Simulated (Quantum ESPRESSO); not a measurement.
# GaN (F-43m): phonon frequency against volume, with a fit

Wanted: a fit of frequency against volume for GaN (F-43m), tested on a run that is left out of it.

Main program and level: Quantum ESPRESSO 7.5; DFT LDA, scalar-relativistic, plane waves, PseudoDojo norm-conserving pseudopotentials.

### Step 1. Set-up

The structure is cubic, space group F-43m (No. 216). The conventional cell has a = 4.453 Å, b = 4.453 Å, c = 4.453 Å, α = 90.00°, β = 90.00°, γ = 90.00°. Ga has 4 N at 1.93 Å nearest. Nearest to N lie 4 Ga at 1.93 Å. Farther neighbours and most contacts between anions are not listed.

This is the cell after its relaxation at this level of theory, not the database cell from which that began.

### Step 2. Runs at several volumes

The relaxed cell is scaled uniformly; in this structure symmetry fixes all atoms, so nothing has to be relaxed anew. Each volume gets a ground state and a response at Γ. The mode followed is the highest one without the macroscopic field, of symmetry T2; longitudinal polar modes lie higher. Cutoff 92 Ry, k mesh 12×12×12.

From the response at V/V₀ = 0.94:

What it wrote:

```text
[banners, grids, parts of the stress and lines that vanish by symmetry left out]
Program PHONON v.7.5
     Reading xml data from directory:

[...]
Exchange-correlation= PW
                           (   1   4   0   0   0   0   0)
[...]
kinetic-energy cut-off    =      92.0000  Ry
     charge density cut-off    =     368.0000  Ry
     convergence threshold     =      1.0E-18
[...]
Exchange-correlation= PW
                           (   1   4   0   0   0   0   0)
[...]
q = (   0.0000000   0.0000000   0.0000000 )
     25 Sym.Ops. (with q -> -q+G )
     G cutoff =  316.6740  (  16625 G-vectors)     FFT grid: ( 36, 36, 36)
     number of k points=    72
[...]
Mode symmetry, T_d (-43m)  point group:
[...]
Dielectric constant
[...]
End of electric fields calculation
          Dielectric constant in cartesian axis
          (       5.474077861       0.000000000       0.000000000 )
          (       0.000000000       5.474077861      -0.000000000 )
          (       0.000000000      -0.000000000       5.474077861 )
          Effective charges (d Force / dE) in cartesian axis without acoustic sum rule applied (asr)
           atom    1  Ga    Mean Z*:        2.61474
      Ex  (        2.61474       -0.00000       -0.00000 )
      Ey  (        0.00000        2.61474        0.00000 )
      Ez  (       -0.00000        0.00000        2.61474 )
           atom    2  N     Mean Z*:       -2.61492
      Ex  (       -2.61492        0.00000        0.00000 )
      Ey  (        0.00000       -2.61492       -0.00000 )
      Ez  (        0.00000       -0.00000       -2.61492 )
          Effective charges Sum: Mean:       -0.00017
[...]
Effective charges (d Force / dE) in cartesian axis with asr applied:
           atom    1  Ga    Mean Z*:        2.61483
[...]
atom    2  N     Mean Z*:       -2.61483
[...]
Representation #   1 modes #   1   2   3
[...]
End of self-consistent calculation
     Convergence has been achieved
     Representation #   2 modes #   4   5   6
[...]
End of self-consistent calculation
     Convergence has been achieved
[...]
Dielectric constant in cartesian axis
          (       5.474077861       0.000000000       0.000000000 )
          (       0.000000000       5.474077861      -0.000000000 )
          (       0.000000000      -0.000000000       5.474077861 )
          Effective charges (d Force / dE) in cartesian axis without acoustic sum rule applied (asr)
           atom    1  Ga    Mean Z*:        2.61474
      Ex  (        2.61474       -0.00000       -0.00000 )
      Ey  (        0.00000        2.61474        0.00000 )
      Ez  (       -0.00000        0.00000        2.61474 )
           atom    2  N     Mean Z*:       -2.61492
      Ex  (       -2.61492        0.00000        0.00000 )
      Ey  (        0.00000       -2.61492       -0.00000 )
      Ez  (        0.00000       -0.00000       -2.61492 )
          Effective charges Sum: Mean:       -0.00017
[...]
Effective charges (d Force / dE) in cartesian axis with asr applied:
           atom    1  Ga    Mean Z*:        2.61483
[...]
atom    2  N     Mean Z*:       -2.61483
[...]
q = (    0.000000000   0.000000000   0.000000000 )
[...]
freq (    1) =      -0.067340 [THz] =      -2.246236 [cm-1]
     freq (    2) =      -0.067340 [THz] =      -2.246236 [cm-1]
     freq (    3) =      -0.067340 [THz] =      -2.246236 [cm-1]
     freq (    4) =      18.202829 [THz] =     607.181012 [cm-1]
     freq (    5) =      18.202829 [THz] =     607.181012 [cm-1]
     freq (    6) =      18.202829 [THz] =     607.181012 [cm-1]
[...]
Mode symmetry, T_d (-43m)  point group:
     freq (   1-   3) =         -2.2  [cm-1]   --> T_2  G_15 P_4   I+R
     freq (   4-   6) =        607.2  [cm-1]   --> T_2  G_15 P_4   I+R

   JOB DONE.
```

One volume, V/V₀ = 0.97, is held back as a test.

| V/V₀ | volume (Å³/atom) | pressure (GPa) | ω (cm⁻¹) |
| --- | --- | --- | --- |
| 0.94 | 10.374 | 14.39 | 607.18 |
| 0.97 | 10.705 | 6.63 | held back |
| 1 | 11.036 | 0.03 | 553.93 |
| 1.03 | 11.367 | -5.59 | 529.69 |
| 1.06 | 11.698 | -10.37 | 506.86 |

### Step 3. The fit

The mode Grüneisen parameter is γ = −d ln ω / d ln V.

| ln(V/V₀) | ln ω |
| --- | --- |
| -0.0619 | 6.4088 |
| 0.0000 | 6.3170 |
| 0.0296 | 6.2723 |
| 0.0583 | 6.2282 |

A straight line through these points has the slope -1.501, so γ = 1.50; at V/V₀ = 0.97 it predicts ω = exp(6.3163 + 0.0457) = 579.45 cm⁻¹.

A parabola of pressure against ln V through V/V₀ = 0.97, 1 and 1.03 gives the bulk modulus B = −dP/d ln V = 203 GPa at V₀. With ω₀ from the fitted line the pressure coefficient follows as dω/dP = γ ω₀ / B = 1.50 × 553.5 / 203 = 4.09 cm⁻¹/GPa.

### Step 4. The run that was held back

What it wrote:

```text
[banners, grids, parts of the stress and lines that vanish by symmetry left out]
[banner, memory and clock lines left out]
Program PHONON v.7.5

[...]
Exchange-correlation= PW
                           (   1   4   0   0   0   0   0)
[...]
kinetic-energy cut-off    =      92.0000  Ry
     charge density cut-off    =     368.0000  Ry
     convergence threshold     =      1.0E-18
[...]
Exchange-correlation= PW
                           (   1   4   0   0   0   0   0)
[...]
q = (   0.0000000   0.0000000   0.0000000 )
     25 Sym.Ops. (with q -> -q+G )
     G cutoff =  323.3764  (  17153 G-vectors)     FFT grid: ( 36, 36, 36)
     number of k points=    72
[...]
Mode symmetry, T_d (-43m)  point group:
[...]
Dielectric constant
[...]
End of electric fields calculation
          Dielectric constant in cartesian axis
          (       5.610644555      -0.000000000      -0.000000000 )
          (      -0.000000000       5.610644555      -0.000000000 )
          (      -0.000000000       0.000000000       5.610644555 )
          Effective charges (d Force / dE) in cartesian axis without acoustic sum rule applied (asr)
           atom    1  Ga    Mean Z*:        2.63023
      Ex  (        2.63023        0.00000       -0.00000 )
      Ey  (       -0.00000        2.63023       -0.00000 )
      Ez  (        0.00000       -0.00000        2.63023 )
           atom    2  N     Mean Z*:       -2.63054
      Ex  (       -2.63054       -0.00000        0.00000 )
      Ey  (        0.00000       -2.63054       -0.00000 )
      Ez  (        0.00000       -0.00000       -2.63054 )
[...]
Representation #   1 modes #   1   2   3
[...]
End of self-consistent calculation
     Convergence has been achieved
     Representation #   2 modes #   4   5   6
[...]
End of self-consistent calculation
     Convergence has been achieved
[...]
Dielectric constant in cartesian axis
          (       5.610644555      -0.000000000      -0.000000000 )
          (      -0.000000000       5.610644555      -0.000000000 )
          (      -0.000000000       0.000000000       5.610644555 )
          Effective charges (d Force / dE) in cartesian axis without acoustic sum rule applied (asr)
           atom    1  Ga    Mean Z*:        2.63023
      Ex  (        2.63023        0.00000       -0.00000 )
      Ey  (       -0.00000        2.63023       -0.00000 )
      Ez  (        0.00000       -0.00000        2.63023 )
           atom    2  N     Mean Z*:       -2.63054
      Ex  (       -2.63054       -0.00000        0.00000 )
      Ey  (        0.00000       -2.63054       -0.00000 )
      Ez  (        0.00000       -0.00000       -2.63054 )
          Effective charges Sum: Mean:       -0.00032
[...]
Effective charges (d Force / dE) in cartesian axis with asr applied:
           atom    1  Ga    Mean Z*:        2.63039
[...]
atom    2  N     Mean Z*:       -2.63039
[...]
q = (    0.000000000   0.000000000   0.000000000 )
[...]
freq (    1) =      -0.031592 [THz] =      -1.053797 [cm-1]
     freq (    2) =      -0.031592 [THz] =      -1.053797 [cm-1]
     freq (    3) =      -0.031592 [THz] =      -1.053797 [cm-1]
     freq (    4) =      17.379080 [THz] =     579.703701 [cm-1]
     freq (    5) =      17.379080 [THz] =     579.703701 [cm-1]
     freq (    6) =      17.379080 [THz] =     579.703701 [cm-1]
[...]
Mode symmetry, T_d (-43m)  point group:
     freq (   1-   3) =         -1.1  [cm-1]   --> T_2  G_15 P_4   I+R
     freq (   4-   6) =        579.7  [cm-1]   --> T_2  G_15 P_4   I+R
```

It gives 579.70 cm⁻¹ against the predicted 579.45 cm⁻¹, a miss of 0.3 cm⁻¹.

### Step 5. What came out

- mode Grüneisen parameter: 1.501
- bulk modulus: 203 GPa
- pressure coefficient: 4.09 cm⁻¹/GPa

In words: The highest optical mode of GaN (F-43m) without the LO-TO term stiffens by 4.09 cm⁻¹ a GPa near the relaxed volume, with γ = 1.50. The power law meets all 5 runs within 0.07 %; between neighbouring volumes γ runs from 1.47 to 1.53. Such a coefficient turns a measured shift of this mode into a hydrostatic stress; uniaxial or biaxial stress splits the mode and needs deformation potentials. These are harmonic values at zero temperature for the structure held cubic, which a run at Γ can't show to be stable; the bulk modulus rests on three points.

[Host names and launcher messages were left out of these logs when they were recorded.]

[Logs are printed without paths, hosts, clocks, repeated set-up lines and the standing remarks that a program may print on its own settings, such as how far it seeks lower states.]

[Hosts, paths, dates, database ids (printed as entryN), source tags and the programs' standing remarks are cut or masked in the printed files.]
